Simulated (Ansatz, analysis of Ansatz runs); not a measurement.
# A hop of Mg in MgB2C2 (Pnnm), charge −2

Wanted: path and barrier of a jump of Mg in MgB2C2 (Pnnm) at charge −2. The case: V_Mg hop (2.8 Å), in a cell of 60 host atoms with 1 Mg taken out.

Calculated with Ansatz 0.2.0; plane-wave PAW DFT, PBEsol; nudged elastic band between two relaxed defect structures at fixed charge in a uniform background.

## (1) The starting structure

The cell holds 59 atoms: 11 Mg, 24 B and 24 C. Its edges and angles: a = 8.529 Å, b = 8.529 Å, c = 8.298 Å, α = 90.0°, β = 90.0°, γ = 65.6°. It derives from MgB2C2 (space group Pnnm). Nearest the centre at fractional (0.500, 0.500, 0.500): Mg24 at 1.38 Å, C35 at 1.87 Å, C34 at 1.87 Å, B25 at 2.01 Å, B28 at 2.01 Å, C59 at 2.76 Å, C56 at 2.76 Å, C40 at 2.76 Å. The cell carries charge −2.

The cell's shortest repeat is 8.3 Å.

## (2) Relaxation of the start point, charge −2

A barrier is counted from a minimum, so both ends are relaxed first. Small random displacements break the symmetry of the ideal sites, so that the defect can distort if it gains by it. The charge of −2 is set by the electron count, and a uniform background keeps the cell neutral.

File qm2.start/input.yaml:

```yaml
crystal:
  lattice:
    - [4.61704896, 7.1710112, 0.0]
    - [-4.61704896, 7.1710112, 0.0]
    - [0.0, 0.0, 8.29768847]
  atoms:
    - { symbol: Mg, position: [0.0, 0.5, 0.16666667] }
    - { symbol: Mg, position: [0.5, 0.0, 0.16666667] }
    - { symbol: Mg, position: [0.0, 0.0, 0.0] }
    - { symbol: Mg, position: [0.5, 0.5, 0.0] }
    - { symbol: B, position: [0.30686491, 0.42274145, 0.16666667] }
    - { symbol: B, position: [0.80686491, 0.92274145, 0.16666667] }
    - { symbol: B, position: [0.19313509, 0.07725855, 0.16666667] }
    - { symbol: B, position: [0.69313509, 0.57725855, 0.16666667] }
    - { symbol: B, position: [0.42274145, 0.80686491, 0.0] }
    - { symbol: B, position: [0.92274145, 0.30686491, 0.0] }
    - { symbol: B, position: [0.07725855, 0.69313509, 0.0] }
    - { symbol: B, position: [0.57725855, 0.19313509, 0.0] }
    - { symbol: C, position: [0.00257364, 0.21824658, 0.16666667] }
    - { symbol: C, position: [0.50257364, 0.71824658, 0.16666667] }
    - { symbol: C, position: [0.49742636, 0.28175342, 0.16666667] }
    - { symbol: C, position: [0.99742636, 0.78175342, 0.16666667] }
    - { symbol: C, position: [0.21824658, 0.50257364, 0.0] }
    - { symbol: C, position: [0.71824658, 0.00257364, 0.0] }
    - { symbol: C, position: [0.28175342, 0.99742636, 0.0] }
    - { symbol: C, position: [0.78175342, 0.49742636, 0.0] }
    - { symbol: Mg, position: [0.0, 0.5, 0.5] }
    - { symbol: Mg, position: [0.5, 0.0, 0.5] }
    - { symbol: Mg, position: [0.0, 0.0, 0.33333333] }
    - { symbol: Mg, position: [0.5, 0.5, 0.33333333] }
    - { symbol: B, position: [0.30686491, 0.42274145, 0.5] }
    - { symbol: B, position: [0.80686491, 0.92274145, 0.5] }
    - { symbol: B, position: [0.19313509, 0.07725855, 0.5] }
    - { symbol: B, position: [0.69313509, 0.57725855, 0.5] }
    - { symbol: B, position: [0.42274145, 0.80686491, 0.33333333] }
    - { symbol: B, position: [0.92274145, 0.30686491, 0.33333333] }
    - { symbol: B, position: [0.07725855, 0.69313509, 0.33333333] }
    - { symbol: B, position: [0.57725855, 0.19313509, 0.33333333] }
    - { symbol: C, position: [0.00257364, 0.21824658, 0.5] }
    - { symbol: C, position: [0.50257364, 0.71824658, 0.5] }
    - { symbol: C, position: [0.49742636, 0.28175342, 0.5] }
    - { symbol: C, position: [0.99742636, 0.78175342, 0.5] }
    - { symbol: C, position: [0.21824658, 0.50257364, 0.33333333] }
    - { symbol: C, position: [0.71824658, 0.00257364, 0.33333333] }
    - { symbol: C, position: [0.28175342, 0.99742636, 0.33333333] }
    - { symbol: C, position: [0.78175342, 0.49742636, 0.33333333] }
    - { symbol: Mg, position: [0.0, 0.5, 0.83333333] }
    - { symbol: Mg, position: [0.5, 0.0, 0.83333333] }
    - { symbol: Mg, position: [0.0, 0.0, 0.66666667] }
    - { symbol: B, position: [0.30686491, 0.42274145, 0.83333333] }
    - { symbol: B, position: [0.80686491, 0.92274145, 0.83333333] }
    - { symbol: B, position: [0.19313509, 0.07725855, 0.83333333] }
    - { symbol: B, position: [0.69313509, 0.57725855, 0.83333333] }
    - { symbol: B, position: [0.42274145, 0.80686491, 0.66666667] }
    - { symbol: B, position: [0.92274145, 0.30686491, 0.66666667] }
    - { symbol: B, position: [0.07725855, 0.69313509, 0.66666667] }
    - { symbol: B, position: [0.57725855, 0.19313509, 0.66666667] }
    - { symbol: C, position: [0.00257364, 0.21824658, 0.83333333] }
    - { symbol: C, position: [0.50257364, 0.71824658, 0.83333333] }
    - { symbol: C, position: [0.49742636, 0.28175342, 0.83333333] }
    - { symbol: C, position: [0.99742636, 0.78175342, 0.83333333] }
    - { symbol: C, position: [0.21824658, 0.50257364, 0.66666667] }
    - { symbol: C, position: [0.71824658, 0.00257364, 0.66666667] }
    - { symbol: C, position: [0.28175342, 0.99742636, 0.66666667] }
    - { symbol: C, position: [0.78175342, 0.49742636, 0.66666667] }
total_charge: -2
basis:
  ecutwfc: 420
  xc_grid: 2
hamiltonian:
  xc: pbesol
kpoints:
  mp_grid: { grid: [1, 1, 1] }
scf:
  occupations: { method: fixed }
  max_iter: 80
output:
  forces: true
relax:
  f_tol: 0.02
  max_steps: 70
  random_displacement: { amplitude: 0.03, seed: 7189 }
```

Command:

```sh
$ ansatz run input.yaml --threads 4 --pin off --max-ram 7536MiB --backend cpu --events-out ev --progress --plain --runs-dir out
```

Numbers of over 12 decimals in the logs are rounded to 6 here.

Output:

```text
[... repeated set-up lines and file paths are left out, and long positions are rounded to six places ...]
The last accepted step is kept in <dir> (removed where the run ends without a failure and the disk answers)
Engine: ansatz 0.2.0, x86_64-unknown-linux-gnu
Pseudopotentials: kind: paw
Pseudopotential: Mg, paw, valence charge 10, recommended cutoff 420 eV (normal), Mg.paw.azcp
Pseudopotential: B, paw, valence charge 3, recommended cutoff 420 eV (normal), B.paw.azcp
Pseudopotential: C, paw, valence charge 4, recommended cutoff 420 eV (normal), C.paw.azcp
Functional definition: PBEsol
  exchange = pbesol_x
  correlation = pbesol_c
Crystal: 59 atoms, lattice volume = 549.455 Å³
Basis set: ecut = 420 eV, 10723 PW (Γ), exchange–correlation on 120×120×120 points (8 copies of the dense FFT grid, shifted against one another)
Bands: 199, of which v1, the nominal top of the filled ones, is band 140 counted from 1 (139 counted from 0)
Symmetry: 1 space group operations
k-points: 1
Non-local potential: Mg, projectors of the file, l = 0: 3, l = 1: 2, l = 2: 1
Non-local potential: B, projectors of the file, l = 0: 2, l = 1: 2, l = 2: 1
Non-local potential: C, projectors of the file, l = 0: 2, l = 1: 2, l = 2: 1
PAW form: soft (Blöchl's): semilocal exchange-correlation on the pseudo side does not see the compensation charge
PAW frozen core: Mg, regenerated for the run's functional, and the local potential with it (the file was generated under x = pbe(κ = 0.804, μ = 0.219515), c = pbe(β = 0.066725))
PAW frozen core: B, regenerated for the run's functional, and the local potential with it (the file was generated under x = pbe(κ = 0.804, μ = 0.219515), c = pbe(β = 0.066725))
PAW frozen core: C, regenerated for the run's functional, and the local potential with it (the file was generated under x = pbe(κ = 0.804, μ = 0.219515), c = pbe(β = 0.066725))
PAW one-centre angular grid: Mg, 110 points (default); XC on 64 Gauss nodes
PAW one-centre angular grid: B, 110 points (default); XC on 64 Gauss nodes
PAW one-centre angular grid: C, 110 points (default); XC on 64 Gauss nodes
Initial density: superposition of atomic densities (neutral atoms scaled as one to the charged cell's electrons: chi_scale 0, normalization atom), corrected by the library's trained network
Initial wavefunctions: pseudopotential atomic-orbital guess
Functional: x = pbesol(κ = 0.804, μ = 0.123457), c = pbesol(β = 0.046)
SCF iter   1: F=—  HF=-30607.481243 eV  |F-HF|=—  |Δ(HF+E_count)|=         —  Δρ=1.64e-2  dr2=1.38e0  ethr=1.77e-3  ⟨swp⟩=5.0  Hψ=619  notcnv=0  defer=57
preconditioner: auto → Resta (q_TF=auto, 2.438 Å⁻¹)  ε∞=4.2  [insulator: Δε(μ)=1.249 eV  Ē_g=12.296 eV  n_scr=148 (ndim 8)  ℏωp=22.0 eV  f_vac=0.007  ε∞_Penn≈4.2]
SCF iter   2: F=—  HF=-30607.070489 eV  |F-HF|=—  |Δ(HF+E_count)|=   4.11e-1  Δρ=7.77e-3  dr2=2.90e-1  ethr=4.93e-4  ⟨swp⟩=2.0  Hψ=337  notcnv=0  defer=57
SCF iter   3: F=—  HF=-30606.978452 eV  |F-HF|=—  |Δ(HF+E_count)|=   9.20e-2  Δρ=1.83e-3  dr2=2.62e-2  ethr=1.03e-4  ⟨swp⟩=2.0  Hψ=276  notcnv=0  defer=37
automatic band count: iteration 3 solves 179 bands in place of 199: the levels show a gap, and the empty bands left out lie too high to hold charge; the band table lists the bands solved (type scf.n_extra_bands for more)
SCF iter   4: F=—  HF=-30606.973209 eV  |F-HF|=—  |Δ(HF+E_count)|=   5.24e-3  Δρ=5.03e-4  dr2=2.10e-3  ethr=9.36e-6  ⟨swp⟩=2.0  Hψ=287  notcnv=0  defer=37
SCF iter   5: F=—  HF=-30606.973156 eV  |F-HF|=—  |Δ(HF+E_count)|=   5.27e-5  Δρ=1.85e-4  dr2=1.79e-4  ethr=7.51e-7  ⟨swp⟩=2.0  Hψ=260  notcnv=0  defer=37
SCF iter   6: F=—  HF=-30606.973246 eV  |F-HF|=—  |Δ(HF+E_count)|=   9.03e-5  Δρ=4.46e-5  dr2=1.47e-5  ethr=6.40e-8  ⟨swp⟩=2.0  Hψ=235  notcnv=0  defer=37
SCF iter   7: F=-30606.973251 eV  HF=-30606.973250 eV  |F-HF|=5.96e-7  |Δ(HF+E_count)|=   3.85e-6  Δρ=1.57e-5  dr2=1.57e-6  ethr=3.57e-9  ⟨swp⟩=4.0  Hψ=556  notcnv=0
SCF 1 converged in 7 iterations: F = -30606.973251 eV  dr2 = 1.57e-6
  greatest PAW one-centre occupation: 1.000 electrons in one spin orbital (limit 2), on the Mg atom at site 20 (counted from 0), in its partial waves of l = 0
relax step   1: F+E_penalty+E_count = -30606.97325060 eV  Δ(F+E_penalty+E_count) = +0.000e0 eV  max|allowed force component| = 2.161e0 eV/Å  Δτ_max = 0.0000 Å  (7 SCF iters, dr2 threshold 1.00e-5 eV, accepted)
[... the SCF cycles and remarks between the steps are left out from here to the last step ...]
relax step   2: F+E_penalty+E_count = -30607.92148450 eV  Δ(F+E_penalty+E_count) = -9.482e-1 eV  max|allowed force component| = 1.061e0 eV/Å  Δτ_max = 0.0972 Å  (5 SCF iters, dr2 threshold 1.00e-4 eV, accepted)
relax step   3: F+E_penalty+E_count = -30608.20249800 eV  Δ(F+E_penalty+E_count) = -2.810e-1 eV  max|allowed force component| = 1.141e-1 eV/Å  Δτ_max = 0.0849 Å  (5 SCF iters, dr2 threshold 7.03e-5 eV, accepted)
relax step   4: F+E_penalty+E_count = -30608.20989052 eV  Δ(F+E_penalty+E_count) = -7.393e-3 eV  max|allowed force component| = 1.722e-2 eV/Å  Δτ_max = 0.0122 Å  (5 SCF iters, dr2 threshold 8.14e-7 eV, accepted)
iter 1 solved again at ethr=1.04e-10 eV; its pass at ethr=3.10e-3 eV (dr2=2.90e-7 eV) is discarded
SCF iter   1: F=—  HF=-30608.209960 eV  |F-HF|=—  |Δ(HF+E_count)|=         —  Δρ=6.17e-6  dr2=2.90e-7  ethr=1.04e-10  ⟨swp⟩=1.0  Hψ=382  notcnv=0  defer=36
automatic band count: iteration 1 solves 179 bands in place of 199: the levels show a gap, and the empty bands left out lie too high to hold charge; the band table lists the bands solved (type scf.n_extra_bands for more)
SCF iter   2: F=—  HF=-30608.209891 eV  |F-HF|=—  |Δ(HF+E_count)|=   6.90e-5  Δρ=3.73e-6  dr2=1.09e-7  ethr=1.04e-10  ⟨swp⟩=2.0  Hψ=286  notcnv=0  defer=36
SCF iter   3: F=-30608.209891 eV  HF=-30608.209891 eV  |F-HF|=9.64e-10  |Δ(HF+E_count)|=   1.22e-8  Δρ=8.98e-7  dr2=8.01e-9  ethr=3.57e-11  ⟨swp⟩=4.0  Hψ=469  notcnv=0
SCF 5 converged in 3 iterations: F = -30608.209891 eV  dr2 = 8.01e-9
relax step   5: F+E_penalty+E_count = -30608.20989059 eV  Δ(F+E_penalty+E_count) = -6.086e-8 eV  max|allowed force component| = 1.719e-2 eV/Å  Δτ_max = 0.0000 Å  (3 SCF iters, accepted)
SCF converged after 3 iterations
Free energy (F): -30608.209891 eV
Harris-Foulkes:  -30608.209891 eV  (|F-HF|=9.64e-10)
Internal energy: -30608.209891 eV  (E = F + TS)
E sigma→0 (E₀):  -30608.209891 eV
Fermi energy:    7.846102 eV
--- Per-component energies (eV) ---
  E_band       = -3419.037508
  E_kinetic    = 4230.698451
  E_local      = -21776.546614  (includes V_loc(G=0)·N_el)
  E_nonlocal   = 1985.627709
  E_hartree    = 7721.231023
  E_xc         = -2266.016167
  E_vxc        = -2797.321531  (∫ρ·V_xc dr)
  E_paw        = -7185.065499  (= ΣΔE_a)
  E_vpaw       = -503.961670  (= ΣTr[D̂ρ^β])
  E_aug_tail   = 0.000121  (compensation charges beyond the density's cutoff)
  E_ewald      = -13319.645874
  E_core_change = 1.506960  (= ΣΔE_core)
  E_smearing   = -0.000000  (= −TS)
  E_closure    = 0.000000  (closes the sum)
  E_deformation_potential = -32.315333  (in the stress; not in F)
  Σ components = -30608.209891   (vs F -30608.209891, Δ=0.00e0)
--- Forces (eV/Å), atoms counted from 1 ---
  atom   1  Mg    -0.00139488    -0.00220893     0.00103358
  atom   2  Mg     0.00091387     0.00066035    -0.00073991
  [... 21 atoms left out ...]
  atom  24  Mg     0.00224343     0.00141447    -0.00237696
  atom  25  B      0.01006760    -0.00556693    -0.00517971
  [... 2 atoms left out ...]
  atom  28  B     -0.00733892     0.01133702    -0.00642451
  [... 5 atoms left out ...]
  atom  34  C      0.00013231    -0.00644286     0.00043826
  atom  35  C     -0.00215898     0.00569458     0.00175488
  [... 1 atom left out ...]
  atom  37  C      0.00164035    -0.00786458     0.00263618
  [... 2 atoms left out ...]
  atom  40  C     -0.00232502     0.00664463     0.00454379
  [... 7 atoms left out ...]
  atom  48  B      0.00298461     0.00940434     0.00350417
  [... 7 atoms left out ...]
  atom  56  C     -0.00100638     0.00959266     0.00365049
  [... 2 atoms left out ...]
  atom  59  C      0.00257615    -0.00356916     0.00022447
  max |Σ_I F_I| component: 1.18e-5 eV/Å
--- Relaxed structure (5 steps of the walk, 5 accepted, 0 SCFs on fresh bases) ---
  F+E_penalty+E_count = -30608.20989059 eV   max|allowed force component| = 1.719e-2 eV/Å
  atoms:
    - { symbol: Mg, position: [-0.000239, 0.500152, 0.167254] }
    - { symbol: Mg, position: [0.499801, 0.000150, 0.167271] }
    [... 21 atoms left out ...]
    - { symbol: Mg, position: [0.499581, 0.500244, 0.352554] }
    - { symbol: B, position: [0.301889, 0.430054, 0.503655] }
    [... 2 atoms left out ...]
    - { symbol: B, position: [0.697510, 0.570107, 0.503679] }
    [... 5 atoms left out ...]
    - { symbol: C, position: [0.512344, 0.718501, 0.500430] }
    - { symbol: C, position: [0.487161, 0.281807, 0.500419] }
    [... 1 atom left out ...]
    - { symbol: C, position: [0.214346, 0.508694, 0.334407] }
    [... 2 atoms left out ...]
    - { symbol: C, position: [0.785105, 0.491556, 0.334409] }
    [... 7 atoms left out ...]
    - { symbol: B, position: [0.433720, 0.797278, 0.667268] }
    [... 7 atoms left out ...]
    - { symbol: C, position: [0.209374, 0.504362, 0.667241] }
    [... 2 atoms left out ...]
    - { symbol: C, position: [0.790001, 0.495810, 0.667276] }
```

Wall time 6.6 s (4 threads of Intel Xeon Platinum 8488C (Sapphire Rapids), shared host); peak memory 0.67 GiB; 20 s of CPU time.

The steps of the relaxation:

| step | energy less that of the first step (eV) | largest force component (eV/Å) |
| --- | --- | --- |
| 1 | 0.0000 | 2.1614 |
| 2 | -0.9482 | 1.0609 |
| 3 | -1.2292 | 0.1141 |
| 4 | -1.2366 | 0.0172 |
| 5 | -1.2366 | 0.0172 |

The atoms that moved most (Å, from the sites as typed, ahead of the random displacement, the mean shift of all atoms taken out):

| atom | dx | dy | dz | length |
| --- | --- | --- | --- | --- |
| Mg24 | -0.001 | -0.001 | 0.154 | 0.154 |
| Mg4 | 0.000 | 0.000 | -0.154 | 0.154 |
| B51 | -0.097 | -0.010 | 0.000 | 0.097 |
| B48 | 0.097 | 0.011 | 0.000 | 0.097 |
| C35 | -0.046 | -0.073 | -0.002 | 0.086 |
| C34 | 0.046 | 0.072 | -0.001 | 0.086 |
| B29 | 0.072 | 0.046 | 0.007 | 0.086 |
| C54 | -0.046 | -0.072 | 0.002 | 0.086 |

Neighbours of Mg24 at the end:

| atom | distance (Å) |
| --- | --- |
| C34 | 2.269 |
| C35 | 2.270 |
| B25 | 2.368 |
| B28 | 2.369 |
| B29 | 2.404 |
| B32 | 2.405 |
| C37 | 2.408 |
| C14 | 2.409 |
| C15 | 2.409 |
| C40 | 2.410 |

Read from the output:

| Quantity | Value |
| --- | --- |
| free energy | -30608.2099 eV |
| largest move from the ideal geometry of this structure, a common shift of the far atoms taken out | 0.1559 Å |

The relaxation gained 1.237 eV and ended with a largest force component of 0.017 eV/Å.

## (3) Relaxation of the end point, charge −2

The end point is relaxed in the same cell and settings, so that the two energies compare.

File qm2.end/input.yaml:

```yaml
crystal:
  lattice:
    - [4.61704896, 7.1710112, 0.0]
    - [-4.61704896, 7.1710112, 0.0]
    - [0.0, 0.0, 8.29768847]
  atoms:
    - { symbol: Mg, position: [0.0, 0.5, 0.16666667] }
    - { symbol: Mg, position: [0.5, 0.0, 0.16666667] }
[... 21 atom lines left out ...]
    - { symbol: Mg, position: [0.5, 0.5, 0.666667] }
    - { symbol: B, position: [0.30686491, 0.42274145, 0.5] }
[... 2 atom lines left out ...]
    - { symbol: B, position: [0.69313509, 0.57725855, 0.5] }
[... 3 atom lines left out ...]
    - { symbol: B, position: [0.57725855, 0.19313509, 0.33333333] }
[... 1 atom line left out ...]
    - { symbol: C, position: [0.50257364, 0.71824658, 0.5] }
    - { symbol: C, position: [0.49742636, 0.28175342, 0.5] }
[... 1 atom line left out ...]
    - { symbol: C, position: [0.21824658, 0.50257364, 0.33333333] }
[... 2 atom lines left out ...]
    - { symbol: C, position: [0.78175342, 0.49742636, 0.33333333] }
[... 7 atom lines left out ...]
    - { symbol: B, position: [0.42274145, 0.80686491, 0.66666667] }
[... 2 atom lines left out ...]
    - { symbol: B, position: [0.57725855, 0.19313509, 0.66666667] }
[... 4 atom lines left out ...]
    - { symbol: C, position: [0.21824658, 0.50257364, 0.66666667] }
[... 2 atom lines left out ...]
    - { symbol: C, position: [0.78175342, 0.49742636, 0.66666667] }
total_charge: -2
basis:
  ecutwfc: 420
  xc_grid: 2
hamiltonian:
  xc: pbesol
kpoints:
  mp_grid: { grid: [1, 1, 1] }
scf:
  occupations: { method: fixed }
  max_iter: 80
output:
  forces: true
relax:
  f_tol: 0.02
  max_steps: 70
  random_displacement: { amplitude: 0.03, seed: 7189 }
```

Output:

```text
[...]
Crystal: 59 atoms, lattice volume = 549.455 Å³
Basis set: ecut = 420 eV, 10723 PW (Γ), exchange–correlation on 120×120×120 points (8 copies of the dense FFT grid, shifted against one another)
Bands: 199, of which v1, the nominal top of the filled ones, is band 140 counted from 1 (139 counted from 0)
Symmetry: 1 space group operations
k-points: 1
[...]
SCF iter   1: F=—  HF=-30607.544323 eV  |F-HF|=—  |Δ(HF+E_count)|=         —  Δρ=1.65e-2  dr2=1.41e0  ethr=1.77e-3  ⟨swp⟩=5.0  Hψ=619  notcnv=0  defer=57
[...]
SCF iter   7: F=-30607.032199 eV  HF=-30607.032199 eV  |F-HF|=5.09e-7  |Δ(HF+E_count)|=   3.59e-6  Δρ=1.56e-5  dr2=1.50e-6  ethr=3.57e-9  ⟨swp⟩=4.0  Hψ=556  notcnv=0
SCF 1 converged in 7 iterations: F = -30607.032199 eV  dr2 = 1.50e-6
[...]
max |Σ_I F_I| component: 3.06e-5 eV/Å
--- Relaxed structure (5 steps of the walk, 5 accepted, 0 SCFs on fresh bases) ---
  F+E_penalty+E_count = -30608.21000199 eV   max|allowed force component| = 4.799e-3 eV/Å
  atoms:
    - { symbol: Mg, position: [-0.000226, 0.500166, 0.168025] }
    - { symbol: Mg, position: [0.499788, 0.000132, 0.168223] }
    [... 21 atoms left out ...]
    - { symbol: Mg, position: [0.499781, 0.500140, 0.648622] }
    - { symbol: B, position: [0.302034, 0.429914, 0.497562] }
    [... 2 atoms left out ...]
    - { symbol: B, position: [0.697507, 0.570397, 0.497552] }
    [... 5 atoms left out ...]
    - { symbol: C, position: [0.512262, 0.718619, 0.500792] }
    - { symbol: C, position: [0.487287, 0.281695, 0.500786] }
    [... 1 atom left out ...]
    - { symbol: C, position: [0.209582, 0.504370, 0.333939] }
    [... 2 atoms left out ...]
    - { symbol: C, position: [0.789974, 0.495964, 0.333934] }
    [... 7 atoms left out ...]
    - { symbol: B, position: [0.433367, 0.802613, 0.666484] }
    [... 7 atoms left out ...]
    - { symbol: C, position: [0.214401, 0.508512, 0.666801] }
    [... 2 atoms left out ...]
    - { symbol: C, position: [0.785119, 0.491781, 0.666797] }
[key lines of the parts left out:]
SCF converged after 5 iterations
Free energy (F): -30608.210002 eV
Fermi energy:    7.844709 eV
```

Run time: 6 s. Hardware: 4 threads; peak memory 0.71 GiB; 20 s of CPU time.

The steps of the relaxation:

| step | energy less that of the first step (eV) | largest force component (eV/Å) |
| --- | --- | --- |
| 1 | 0.0000 | 2.0913 |
| 2 | -0.8884 | 1.0400 |
| 3 | -1.1677 | 0.1087 |
| 4 | -1.1772 | 0.0331 |
| 5 | -1.1778 | 0.0048 |

The atoms that moved most (Å, from the sites as typed, ahead of the random displacement, the mean shift of all atoms taken out):

| atom | dx | dy | dz | length |
| --- | --- | --- | --- | --- |
| Mg24 | 0.000 | 0.000 | -0.155 | 0.155 |
| Mg4 | 0.000 | 0.000 | 0.155 | 0.155 |
| B29 | 0.096 | 0.012 | 0.000 | 0.097 |
| B32 | -0.096 | -0.012 | 0.000 | 0.097 |
| C15 | -0.045 | -0.073 | -0.002 | 0.085 |
| C14 | 0.045 | 0.073 | -0.001 | 0.085 |
| C34 | 0.045 | 0.073 | 0.002 | 0.085 |
| C35 | -0.045 | -0.073 | 0.002 | 0.085 |

Neighbours of Mg24 at the end:

| atom | distance (Å) |
| --- | --- |
| C35 | 2.270 |
| C34 | 2.270 |
| B25 | 2.369 |
| B28 | 2.369 |
| B51 | 2.406 |
| B48 | 2.406 |
| C59 | 2.410 |
| C56 | 2.410 |
| C54 | 2.410 |
| C53 | 2.410 |

This step gave:

* free energy: -30608.2100 eV
* largest move from the ideal geometry of this structure, a common shift of the far atoms taken out: 0.1562 Å

The relaxation gained 1.178 eV and ended with a largest force component of 0.0048 eV/Å. The end lies within 1 meV of the start.

(Part 1 of 3 ends here.)

[Logs are printed without paths, hosts, clocks, repeated set-up lines and the standing remarks that a program may print on its own settings, such as how far it seeks lower states.]

[Hosts, paths, dates, database ids (printed as entryN), source tags and the programs' standing remarks are cut or masked in the printed files.]
